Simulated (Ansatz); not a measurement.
## CdInI3 (model cell, started as cubic perovskite with Cd in the octahedra): phonons and vibrational spectra

Aim: the vibrations of CdInI3 (model cell, started as cubic perovskite with Cd in the octahedra), their spectra, and whether the structure is stable.

Program: Ansatz 0.2.0. Level of theory: DFT PBEsol, scalar-relativistic, plane waves, PAW; PAW set soft_1. Results are calculated unless marked as measured.

The structure was built from a prototype and need not be the compound's stable phase.

## (1) The starting structure

It takes space group Pm-3m (No. 221, cubic). Conventional cell: a = 6.174 Å, b = 6.174 Å, c = 6.174 Å, α = 90.00°, β = 90.00°, γ = 90.00°. Nearest to In lie 12 I at 4.37 Å. Cd has 6 I at 3.09 Å nearest. Nearest to I lie 2 Cd at 3.09 Å. Farther neighbours and most contacts between anions are not listed.

## (2) Bringing the structure to rest

The cell and atoms are relaxed, since residual forces and stress would shift the frequencies.

input.yaml

```yaml
crystal:
  lattice:
    - [6.174, 0.0, 0.0]
    - [0.0, 6.174, 0.0]
    - [0.0, 0.0, 6.174]
  atoms:
    - { symbol: In, position: [0.0, 0.0, 0.0] }
    - { symbol: Cd, position: [0.5, 0.5, 0.5] }
    - { symbol: I, position: [0.5, 0.5, 0.0] }
    - { symbol: I, position: [0.5, 0.0, 0.5] }
    - { symbol: I, position: [0.0, 0.5, 0.5] }
kpoints:
  mp_grid: { grid: [6, 6, 6] }
hamiltonian:
  xc: pbesol
  pseudopotentials: { kind: paw, azcp: { folder: soft_1 }, xc_functional: pbe }
scf:
  occupations: { method: gaussian, width: 0.1 }
output:
  forces: true
  stress: true
  eigenvalues: true
relax:
  adjacent_minimum: "off"
  f_tol: 0.005
  max_steps: 80
  cell: { stress_tol: 0.05 }
```

Run with:

```
$ ansatz run input.yaml --threads 4 --pin off --max-ram 16384MiB --backend cpu --events-out ev --progress --plain --runs-dir out
```

Numbers of over 12 decimals in the logs are rounded to 6 here.

Log:

```text
Engine: ansatz 0.2.0, aarch64-unknown-linux-gnu
Pseudopotentials: kind: paw
Pseudopotential: In, paw, valence charge 13, recommended cutoff 420 eV (normal), soft_1/In.paw.azcp
Pseudopotential: Cd, paw, valence charge 20, recommended cutoff 420 eV (normal), soft_1/Cd.paw.azcp
Pseudopotential: I, paw, valence charge 17, recommended cutoff 420 eV (normal), soft_1/I.paw.azcp
Functional definition: PBEsol
  exchange = pbesol_x
  correlation = pbesol_c
Crystal: 5 atoms, lattice volume = 235.342 Å³
Basis set: ecut = 420 eV, 4625 PW (Γ), exchange–correlation on 90×90×90 points (8 copies of the dense FFT grid, shifted against one another)
Bands: 51, of which v1, the nominal top of the filled ones, is band 42 counted from 1 (41 counted from 0)
Symmetry: 48 space group operations
Space group: Pm-3m (ITA 221), of the structure as read, at distance tolerance 6.2e-5 Å
k-points: 20 of 216
Non-local potential: In, projectors of the file, l = 0: 2, l = 1: 2, l = 2: 2, l = 3: 1
Non-local potential: Cd, projectors of the file, l = 0: 3, l = 1: 2, l = 2: 2, l = 3: 1
Non-local potential: I, projectors of the file, l = 0: 2, l = 1: 2, l = 2: 2, l = 3: 1
PAW form: soft (Blöchl's): semilocal exchange-correlation on the pseudo side does not see the compensation charge
PAW frozen core: In, regenerated for the run's functional, and the local potential with it (the file was generated under x = pbe(κ = 0.804, μ = 0.219515), c = pbe(β = 0.066725))
PAW frozen core: Cd, regenerated for the run's functional, and the local potential with it (the file was generated under x = pbe(κ = 0.804, μ = 0.219515), c = pbe(β = 0.066725))
PAW frozen core: I, regenerated for the run's functional, and the local potential with it (the file was generated under x = pbe(κ = 0.804, μ = 0.219515), c = pbe(β = 0.066725))
PAW one-centre angular grid: In, 590 points (default); XC on 64 Gauss nodes
PAW one-centre angular grid: Cd, 590 points (default); XC on 64 Gauss nodes
PAW one-centre angular grid: I, 590 points (default); XC on 64 Gauss nodes
Initial density: superposition of atomic densities (chi_scale 0.1, normalization cell), built separately for each of the 2 bonded fragments (scf.initial_density.interfragment_charge_transfer: auto; true builds it for the cell as a whole; a typed value also counts as a typed key of the start: scf.initial_density.chi_scale says what that changes, if anything)
Initial wavefunctions: pseudopotential atomic-orbital guess
Functional: x = pbesol(κ = 0.804, μ = 0.123457), c = pbesol(β = 0.046)
SCF iter   1: F=—  HF=-36010.556906 eV  |F-HF|=—  |Δ(HF+E_count)|=         —  Δρ=4.24e-2  dr2=6.89e0  ethr=3.10e-3  ⟨swp⟩=9.1  Hψ=4503  notcnv=0  defer=11
preconditioner: auto → LDOS  [metal: Δε(μ)=0.085 eV  Ē_g=12.227 eV  σ=0.100 eV  W_gap=0.45  n_scr=56 (ndim 8)  ℏωp=16.4 eV  f_vac=0.129  D(μ)=3.17/eV (n_scr^D=18)  β→1.0]
SCF iter   2: F=—  HF=-36010.215976 eV  |F-HF|=—  |Δ(HF+E_count)|=   3.41e-1  Δρ=5.58e-2  dr2=5.98e0  ethr=3.10e-3  ⟨swp⟩=4.2  Hψ=2636  notcnv=0  defer=78
preconditioner: auto → Resta (q_TF=auto, 2.298 Å⁻¹)  ε∞=3.2  [insulator: Δε(μ)=0.147 eV  Ē_g=11.192 eV  σ=0.100 eV  W_gap=0.54  n_scr=56 (ndim 8)  ℏωp=16.4 eV  f_vac=0.151  D(μ)=0.18/eV (n_scr^D=0)  ε∞_Penn≈3.2  β→0.5]
SCF iter   3: F=—  HF=-36008.029412 eV  |F-HF|=—  |Δ(HF+E_count)|=    2.19e0  Δρ=4.01e-3  dr2=9.20e-2  ethr=3.10e-3  ⟨swp⟩=3.1  Hψ=2404  notcnv=0  defer=78
SCF iter   4: F=—  HF=-36007.999958 eV  |F-HF|=—  |Δ(HF+E_count)|=   2.95e-2  Δρ=1.45e-3  dr2=1.10e-2  ethr=1.10e-4  ⟨swp⟩=2.6  Hψ=1486  notcnv=0  defer=79
SCF iter   5: F=—  HF=-36007.998170 eV  |F-HF|=—  |Δ(HF+E_count)|=   1.79e-3  Δρ=4.37e-4  dr2=6.63e-4  ethr=1.31e-5  ⟨swp⟩=2.0  Hψ=1356  notcnv=0  defer=80
SCF iter   6: F=—  HF=-36007.998421 eV  |F-HF|=—  |Δ(HF+E_count)|=   2.51e-4  Δρ=1.40e-4  dr2=4.62e-5  ethr=7.89e-7  ⟨swp⟩=2.0  Hψ=1463  notcnv=0  defer=80
SCF iter   7: F=—  HF=-36007.998364 eV  |F-HF|=—  |Δ(HF+E_count)|=   5.75e-5  Δρ=3.74e-5  dr2=3.51e-6  ethr=5.50e-8  ⟨swp⟩=2.0  Hψ=1697  notcnv=0  defer=80
SCF iter   8: F=—  HF=-36007.998368 eV  |F-HF|=—  |Δ(HF+E_count)|=   4.23e-6  Δρ=7.07e-6  dr2=1.31e-7  ethr=4.18e-9  ⟨swp⟩=2.0  Hψ=1698  notcnv=0  defer=80
SCF iter   9: F=-36007.998368 eV  HF=-36007.998368 eV  |F-HF|=3.73e-9  |Δ(HF+E_count)|=   1.84e-7  Δρ=1.60e-6  dr2=4.86e-9  ethr=1.19e-10  ⟨swp⟩=15.7  Hψ=5279  notcnv=0
SCF 1 converged in 9 iterations: F = -36007.998368 eV  dr2 = 4.86e-9
  greatest PAW one-centre occupation: 1.000 electrons in one spin orbital (limit 2), on the Cd atom at site 1 (counted from 0), in its partial waves of l = 0
relax step   1: F+E_penalty+E_count = -36007.99836802 eV  Δ(F+E_penalty+E_count) = +0.000e0 eV  max|allowed force component| = 6.650e-29 eV/Å  Δτ_max = 0.0000 Å  P = -3.005 GPa  Ω = 235.342 Å³  (9 SCF iters, dr2 threshold 1.00e-7 eV, accepted)
Crystal: 5 atoms, lattice volume = 216.040 Å³
Basis set: ecut = 420 eV, 4169 PW (Γ), exchange–correlation on 90×90×90 points (8 copies of the dense FFT grid, shifted against one another)
Initial density: handed on by an earlier stage of this run
Initial wavefunctions: those handed on with the density
iter 1 solved again at ethr=4.60e-5 eV; its pass at ethr=3.10e-3 eV (dr2=3.86e-2 eV) is discarded
SCF iter   1: F=—  HF=-36008.330045 eV  |F-HF|=—  |Δ(HF+E_count)|=         —  Δρ=2.51e-3  dr2=3.87e-2  ethr=4.60e-5  ⟨swp⟩=2.3  Hψ=5096  notcnv=0
preconditioner: auto → Resta (q_TF=auto, 2.331 Å⁻¹)  ε∞=3.1  [insulator: Δε(μ)=0.400 eV  Ē_g=11.907 eV  σ=0.100 eV  W_gap=0.94  n_scr=32 (ndim 8)  ℏωp=17.1 eV  f_vac=0.114  D(μ)=0.27/eV (n_scr^D=0)  ε∞_Penn≈3.1]
SCF iter   2: F=—  HF=-36008.317295 eV  |F-HF|=—  |Δ(HF+E_count)|=   1.28e-2  Δρ=1.18e-3  dr2=5.58e-3  ethr=4.60e-5  ⟨swp⟩=2.0  Hψ=1282  notcnv=0
SCF iter   3: F=—  HF=-36008.315264 eV  |F-HF|=—  |Δ(HF+E_count)|=   2.03e-3  Δρ=3.18e-4  dr2=5.08e-4  ethr=6.65e-6  ⟨swp⟩=2.5  Hψ=1743  notcnv=0
SCF iter   4: F=—  HF=-36008.315132 eV  |F-HF|=—  |Δ(HF+E_count)|=   1.31e-4  Δρ=1.39e-4  dr2=8.69e-5  ethr=6.05e-7  ⟨swp⟩=2.0  Hψ=1166  notcnv=0
SCF iter   5: F=—  HF=-36008.315072 eV  |F-HF|=—  |Δ(HF+E_count)|=   6.07e-5  Δρ=3.68e-5  dr2=2.76e-6  ethr=1.03e-7  ⟨swp⟩=2.0  Hψ=1344  notcnv=0
SCF iter   6: F=-36008.315073 eV  HF=-36008.315073 eV  |F-HF|=4.49e-7  |Δ(HF+E_count)|=   7.73e-7  Δρ=1.29e-5  dr2=3.92e-7  ethr=5.95e-10  ⟨swp⟩=11.5  Hψ=4858  notcnv=0
SCF 2 converged in 6 iterations: F = -36008.315073 eV  dr2 = 3.92e-7
relax step   2: F+E_penalty+E_count = -36008.31507299 eV  Δ(F+E_penalty+E_count) = -3.167e-1 eV  max|allowed force component| = 2.356e-29 eV/Å  Δτ_max = 0.0000 Å  P = -2.125 GPa  Ω = 216.040 Å³  energy of the carried Pulay correction = +1.690e-3 eV  (6 SCF iters, dr2 threshold 5.00e-7 eV, accepted)
Crystal: 5 atoms, lattice volume = 185.133 Å³
Basis set: ecut = 420 eV, 3695 PW (Γ), exchange–correlation on 90×90×90 points (8 copies of the dense FFT grid, shifted against one another)
iter 1 solved again at ethr=1.27e-4 eV; its pass at ethr=3.10e-3 eV (dr2=1.07e-1 eV) is discarded
SCF iter   1: F=—  HF=-36008.501141 eV  |F-HF|=—  |Δ(HF+E_count)|=         —  Δρ=4.49e-3  dr2=1.02e-1  ethr=1.27e-4  ⟨swp⟩=1.9  Hψ=5188  notcnv=0
preconditioner: auto → Resta (q_TF=auto, 2.392 Å⁻¹)  ε∞=3.3  [insulator: Δε(μ)=0.603 eV  Ē_g=12.328 eV  σ=0.100 eV  W_gap=0.94  n_scr=32 (ndim 8)  ℏωp=18.5 eV  f_vac=0.054  D(μ)=0.27/eV (n_scr^D=0)  ε∞_Penn≈3.3]
SCF iter   2: F=—  HF=-36008.468103 eV  |F-HF|=—  |Δ(HF+E_count)|=   3.30e-2  Δρ=2.21e-3  dr2=1.76e-2  ethr=1.21e-4  ⟨swp⟩=2.0  Hψ=1499  notcnv=0
SCF iter   3: F=—  HF=-36008.461710 eV  |F-HF|=—  |Δ(HF+E_count)|=   6.39e-3  Δρ=6.01e-4  dr2=1.58e-3  ethr=2.09e-5  ⟨swp⟩=2.0  Hψ=1411  notcnv=0
SCF iter   4: F=—  HF=-36008.461294 eV  |F-HF|=—  |Δ(HF+E_count)|=   4.16e-4  Δρ=2.58e-4  dr2=2.24e-4  ethr=1.88e-6  ⟨swp⟩=2.0  Hψ=1271  notcnv=0
SCF iter   5: F=—  HF=-36008.461224 eV  |F-HF|=—  |Δ(HF+E_count)|=   7.05e-5  Δρ=6.39e-5  dr2=7.81e-6  ethr=2.67e-7  ⟨swp⟩=2.4  Hψ=1539  notcnv=0
SCF iter   6: F=—  HF=-36008.461225 eV  |F-HF|=—  |Δ(HF+E_count)|=   1.31e-6  Δρ=1.98e-5  dr2=8.30e-7  ethr=9.30e-9  ⟨swp⟩=2.4  Hψ=1726  notcnv=0
SCF iter   7: F=-36008.461226 eV  HF=-36008.461226 eV  |F-HF|=4.46e-8  |Δ(HF+E_count)|=   1.01e-6  Δρ=3.72e-6  dr2=3.65e-8  ethr=5.95e-10  ⟨swp⟩=11.6  Hψ=4652  notcnv=0
SCF 3 converged in 7 iterations: F = -36008.461226 eV  dr2 = 3.65e-8
relax step   3: F+E_penalty+E_count = -36008.46122606 eV  Δ(F+E_penalty+E_count) = -1.462e-1 eV  max|allowed force component| = 9.203e-30 eV/Å  Δτ_max = 0.0000 Å  P = +1.169 GPa  Ω = 185.133 Å³  energy of the carried Pulay correction = +4.993e-3 eV  (7 SCF iters, dr2 threshold 5.00e-7 eV, accepted)
[...]
relax step   4: F+E_penalty+E_count = -36008.48635635 eV  Δ(F+E_penalty+E_count) = -2.513e-2 eV  max|allowed force component| = 1.015e-28 eV/Å  Δτ_max = 0.0000 Å  P = -0.246 GPa  Ω = 195.031 Å³  energy of the carried Pulay correction = +3.841e-3 eV  (6 SCF iters, dr2 threshold 5.00e-7 eV, accepted)
[...]
relax step   5: F+E_penalty+E_count = -36008.48807967 eV  Δ(F+E_penalty+E_count) = -1.723e-3 eV  max|allowed force component| = 1.165e-29 eV/Å  Δτ_max = 0.0000 Å  P = -0.012 GPa  Ω = 193.170 Å³  energy of the carried Pulay correction = +4.050e-3 eV  (5 SCF iters, dr2 threshold 1.52e-7 eV, accepted)
Basis set: ecut = 420 eV, 3791 PW (Γ), exchange–correlation on 80×80×80 points (8 copies of the dense FFT grid, shifted against one another)
Initial wavefunctions: pseudopotential atomic-orbital guess (no wavefunctions were taken with the density)
iter 1 solved again at ethr=9.81e-7 eV; its pass at ethr=3.10e-3 eV (dr2=8.24e-4 eV) is discarded
SCF iter   1: F=—  HF=-36008.484599 eV  |F-HF|=—  |Δ(HF+E_count)|=         —  Δρ=1.64e-4  dr2=8.69e-6  ethr=9.81e-7  ⟨swp⟩=3.0  Hψ=7000  notcnv=0
preconditioner: auto → Resta (q_TF=auto, 2.375 Å⁻¹)  ε∞=3.2  [insulator: Δε(μ)=0.686 eV  Ē_g=12.134 eV  σ=0.100 eV  W_gap=0.94  n_scr=32 (ndim 8)  ℏωp=18.1 eV  f_vac=0.065  D(μ)=0.28/eV (n_scr^D=0)  ε∞_Penn≈3.2]
SCF iter   2: F=—  HF=-36008.484644 eV  |F-HF|=—  |Δ(HF+E_count)|=   4.48e-5  Δρ=8.10e-5  dr2=2.28e-6  ethr=1.03e-8  ⟨swp⟩=2.0  Hψ=1861  notcnv=0
SCF iter   3: F=—  HF=-36008.484660 eV  |F-HF|=—  |Δ(HF+E_count)|=   1.67e-5  Δρ=1.95e-5  dr2=1.30e-7  ethr=2.71e-9  ⟨swp⟩=3.0  Hψ=1781  notcnv=0
SCF iter   4: F=—  HF=-36008.484660 eV  |F-HF|=—  |Δ(HF+E_count)|=   2.07e-7  Δρ=2.03e-6  dr2=2.90e-9  ethr=1.55e-10  ⟨swp⟩=2.0  Hψ=1861  notcnv=0
SCF iter   5: F=—  HF=-36008.484660 eV  |F-HF|=—  |Δ(HF+E_count)|=   2.55e-9  Δρ=4.21e-7  dr2=2.52e-10  ethr=3.46e-12  ⟨swp⟩=2.0  Hψ=1854  notcnv=0
SCF iter   6: F=-36008.484660 eV  HF=-36008.484660 eV  |F-HF|=0.00e0  |Δ(HF+E_count)|=  2.55e-10  Δρ=1.11e-7  dr2=1.96e-11  ethr=1.00e-12  ⟨swp⟩=8.8  Hψ=4157  notcnv=0
SCF 6 converged in 6 iterations: F = -36008.484660 eV  dr2 = 1.96e-11
relax step   6: F+E_penalty+E_count = -36008.48466044 eV  Δ(F+E_penalty+E_count) = +3.419e-3 eV  max|allowed force component| = 2.088e-29 eV/Å  Δτ_max = 0.0000 Å  P = -0.021 GPa  Ω = 193.170 Å³  stress off target by 2.10e-2 GPa  SCF on the basis re-selected at this cell (its energy is not comparable with the rows above)  (6 SCF iters)
basis re-selected at this cell: Δ(F+E_penalty+E_count) = +3.419e-3 eV, ΔP = -0.009 GPa vs the last step (what re-selecting the basis moved, of the pressure what is left beyond the Pulay correction that the steps carried, after the strain that the cell walked since its last selection, with what the two solves' SCF thresholds leave and, on support functions, any second-order correction that the steps lacked; it is no measure of the basis error at this ecutwfc). The dense FFT grid was sized anew with the basis: this SCF ran on 40×40×40 points, the steps before it on 45×45×45, so part of this shift can come from that change (see relax.cell in the input reference). [rest of the remark cut]
SCF converged after 6 iterations
Free energy (F): -36008.484660 eV
Harris-Foulkes:  -36008.484660 eV  (|F-HF|=0.00e0)
Internal energy: -36008.483271 eV  (E = F + TS)
E sigma→0 (E₀):  -36008.483966 eV
Entropy (-TS):   -0.001389 eV (-0.278 meV/atom)
Fermi energy:    5.543949 eV
--- Per-component energies (eV) ---
  E_band       = -1761.497695
  E_kinetic    = 1130.552254
  E_local      = -12724.259679  (includes V_loc(G=0)·N_el)
  E_nonlocal   = 805.408660
  E_hartree    = 5727.364663
  E_xc         = -618.553955
  E_vxc        = -617.045676  (∫ρ·V_xc dr)
  E_paw        = -22272.975298  (= ΣΔE_a)
  E_vpaw       = -1810.875769  (= ΣTr[D̂ρ^β])
  E_aug_tail   = -0.006946  (compensation charges beyond the density's cutoff)
  E_ewald      = -8057.827244
  E_core_change = 1.814272  (= ΣΔE_core)
  E_smearing   = -0.001389  (= −TS)
  E_closure    = 0.000000  (closes the sum)
  Σ components = -36008.484660   (vs F -36008.484660, Δ=0.00e0)
--- Forces (eV/Å), atoms counted from 1 ---
  atom   1  In     0.00000000    -0.00000000     0.00000000
  atom   2  Cd     0.00000000    -0.00000000     0.00000000
  atom   3  I     -0.00000000     0.00000000    -0.00000000
  atom   4  I     -0.00000000    -0.00000000    -0.00000000
  atom   5  I      0.00000000     0.00000000     0.00000000
  max |Σ_I F_I| component: 2.18e-29 eV/Å
--- Stress (GPa, compression-positive) ---
       -0.020980       0.000000       0.000000
        0.000000      -0.020980       0.000000
        0.000000       0.000000      -0.020980
  P = ⅓ Tr σ = -0.0210 GPa (-0.210 kbar)
--- Band table (eV; the first three rows and the last of 20) ---
  k-point 0: bands = [... 38 lower, 4.5525, 4.7142, 4.7142, 4.7142, 5.2097, 9.4301, 9.4301, 9.4301, ... 5 higher]
  k-point 1: bands = [... 38 lower, 4.4758, 4.4891, 4.6883, 4.6883, 6.1203, 8.8531, 9.2272, 9.2272, ... 5 higher]
  k-point 2: bands = [... 38 lower, 4.3702, 4.3926, 4.7152, 4.7152, 7.4219, 8.1032, 8.9236, 8.9236, ... 5 higher]
  k-point 19: bands = [... 38 lower, 5.3691, 5.4341, 5.4341, 5.4341, 9.5240, 9.5240, 9.5240, 9.6281, ... 5 higher]
--- Relaxed structure (5 steps of the walk, 5 accepted, 1 SCFs on fresh bases) ---
  F+E_penalty+E_count = -36008.48466044 eV   max|allowed force component| = 2.088e-29 eV/Å   (the final SCF, on the basis selected at the relaxed cell)
  cell:  # Å, volume = 193.1704 Å³
    - [5.780697, 0, 0]
    - [0, 5.780697, 0]
    - [0, 0, 5.780697]
  atoms:
    - { symbol: In, position: [0, 0, 0] }
    - { symbol: Cd, position: [0.5, 0.5, 0.5] }
    - { symbol: I, position: [0.5, 0.5, 0] }
    - { symbol: I, position: [0.5, 0, 0.5] }
    - { symbol: I, position: [0, 0.5, 0.5] }
```

It took 23 s on 4 threads of Arm Neoverse V1, shared host; peak memory 0.71 GiB; 87 s of CPU time.

The steps of the relaxation:

| step | energy less that of the first step (eV) | largest force component (eV/Å) | pressure (GPa) | volume (Å³) |
| --- | --- | --- | --- | --- |
| 1 | 0.0000 | 0.0000 | -3.00 | 235.34 |
| 2 | -0.3167 | 0.0000 | -2.13 | 216.04 |
| 3 | -0.4629 | 0.0000 | 1.17 | 185.13 |
| 4 | -0.4880 | 0.0000 | -0.25 | 195.03 |
| 5 | -0.4897 | 0.0000 | -0.01 | 193.17 |
| 6* | -0.4863 | 0.0000 | -0.02 | 193.17 |

Relaxation steps marked * repeat the geometry before them on a plane-wave basis chosen anew for their cell, so energy and pressure can jump there.

Forces are held to the 48 operations that the run works with; a distortion that breaks them can't arise in this run.

| conventional cell, symmetrised | before | after | change |
| --- | --- | --- | --- |
| a (Å) | 6.174 | 5.781 | -6.4 % |
| b (Å) | 6.174 | 5.781 | -6.4 % |
| c (Å) | 6.174 | 5.781 | -6.4 % |
| volume (Å³/atom) | 47.07 | 38.63 | -17.9 % |

Final coordinates:

```cif
data_structure
_symmetry_space_group_name_H-M 'P 1'
_symmetry_Int_Tables_number 1
_cell_length_a 5.7807
_cell_length_b 5.7807
_cell_length_c 5.7807
_cell_angle_alpha 90.000
_cell_angle_beta 90.000
_cell_angle_gamma 90.000
_cell_volume 193.17
loop_
_atom_site_label
_atom_site_type_symbol
_atom_site_fract_x
_atom_site_fract_y
_atom_site_fract_z
_atom_site_occupancy
In1 In 0.00000 0.00000 0.00000 1
Cd2 Cd 0.50000 0.50000 0.50000 1
I3 I 0.50000 0.50000 0.00000 1
I4 I 0.50000 0.00000 0.50000 1
I5 I 0.00000 0.50000 0.50000 1
```

This step gave:

```yaml
pressure: -0.02098 GPa
volume_per_atom: 38.63 Å³
gap_on_the_k_mesh: 0 eV
```

In this step the volume went from 47.07 to 38.63 Å³/atom.

## (3) Relaxation

The relaxation is repeated from its end on the same settings, as a check that it has come to rest.

input.yaml: that of step 2 with these lines changed.

```diff
@@ -2,5 +2,5 @@
   lattice:
-    - [6.174, 0.0, 0.0]
-    - [0.0, 6.174, 0.0]
-    - [0.0, 0.0, 6.174]
+    - [5.7806967359, 0.0, 0.0]
+    - [0.0, 5.7806967359, 0.0]
+    - [0.0, 0.0, 5.7806967359]
   atoms:
```

Log:

```text
[...]
Crystal: 5 atoms, lattice volume = 193.170 Å³
Basis set: ecut = 420 eV, 3791 PW (Γ), exchange–correlation on 80×80×80 points (8 copies of the dense FFT grid, shifted against one another)
Bands: 51, of which v1, the nominal top of the filled ones, is band 42 counted from 1 (41 counted from 0)
Symmetry: 48 space group operations
[...]
k-points: 20 of 216
[...]
--- Relaxed structure (1 steps of the walk, 1 accepted, 1 SCFs on fresh bases) ---
[...]
cell:  # Å, volume = 193.1704 Å³
    - [5.7806967359, 0.0, 0.0]
    - [0.0, 5.7806967359, 0.0]
    - [0.0, 0.0, 5.7806967359]
  atoms:
    - { symbol: In, position: [0.0, 0.0, 0.0] }
    - { symbol: Cd, position: [0.5, 0.5, 0.5] }
    - { symbol: I, position: [0.5, 0.5, 0.0] }
    - { symbol: I, position: [0.5, 0.0, 0.5] }
    - { symbol: I, position: [0.0, 0.5, 0.5] }
[key lines of the parts left out:]
SCF converged after 6 iterations
Free energy (F): -36008.484660 eV
Fermi energy:    5.543949 eV
P = ⅓ Tr σ = -0.0210 GPa (-0.210 kbar)
```

It took 7.5 s on 4 threads; peak memory 0.62 GiB.

Little changed from the start: no atom moved by 0.005 Å and no cell edge by 0.1 %.

In this step the volume went from 38.63 to 38.63 Å³/atom.

## (4) Tight relaxation

Phonons need a cell at rest on their own settings, so the relaxation is repeated with tight tolerances on forces and stress, using the mesh and the filling of the phonon run that follows.

input.yaml: that of step 3 with these lines changed.

```diff
@@ -17,3 +17,3 @@
 scf:
-  occupations: { method: gaussian, width: 0.1 }
+  occupations: { method: methfessel_paxton, width: 0.2 }
 output:
@@ -24,4 +24,4 @@
   adjacent_minimum: "off"
-  f_tol: 0.005
-  max_steps: 80
-  cell: { stress_tol: 0.05 }
+  f_tol: 0.001
+  max_steps: 60
+  cell: { stress_tol: 0.01 }
```

Log:

```text
[...]
Crystal: 5 atoms, lattice volume = 193.170 Å³
Basis set: ecut = 420 eV, 3791 PW (Γ), exchange–correlation on 80×80×80 points (8 copies of the dense FFT grid, shifted against one another)
Bands: 51, of which v1, the nominal top of the filled ones, is band 42 counted from 1 (41 counted from 0)
Symmetry: 48 space group operations
[...]
k-points: 20 of 216
[...]
--- Relaxed structure (3 steps of the walk, 3 accepted, 1 SCFs on fresh bases) ---
[...]
cell:  # Å, volume = 192.8576 Å³
    - [5.777575, 0, 0.0]
    - [0, 5.777575, 0]
    - [0.0, 0, 5.777575]
  atoms:
    - { symbol: In, position: [0, 0, 0] }
    - { symbol: Cd, position: [0.5, 0.5, 0.5] }
    - { symbol: I, position: [0.5, 0.5, 0] }
    - { symbol: I, position: [0.5, 0, 0.5] }
    - { symbol: I, position: [0, 0.5, 0.5] }
[key lines of the parts left out:]
SCF converged after 7 iterations
Free energy (F): -36008.480079 eV
Fermi energy:    5.508385 eV
P = ⅓ Tr σ = 0.0002 GPa (0.002 kbar)
```

Wall time 13 s (4 threads); peak memory 0.62 GiB; 50 s of CPU time.

Little changed from the start: no atom moved by 0.005 Å and no cell edge by 0.1 %.

Numbers from this step:

```
pressure        : 1.53e-4 GPa
volume per atom : 38.57 Å³
```

The forces vanish by symmetry and the pressure is 0.000 GPa, within the tolerances set. The cell now holds 38.57 Å³/atom.

(Continued in part 2 of 2.)

[Logs are printed without paths, hosts, clocks, repeated set-up lines and the standing remarks that a program may print on its own settings, such as how far it seeks lower states.]

[Hosts, paths, dates, database ids (printed as entryN), source tags and the programs' standing remarks are cut or masked in the printed files.]
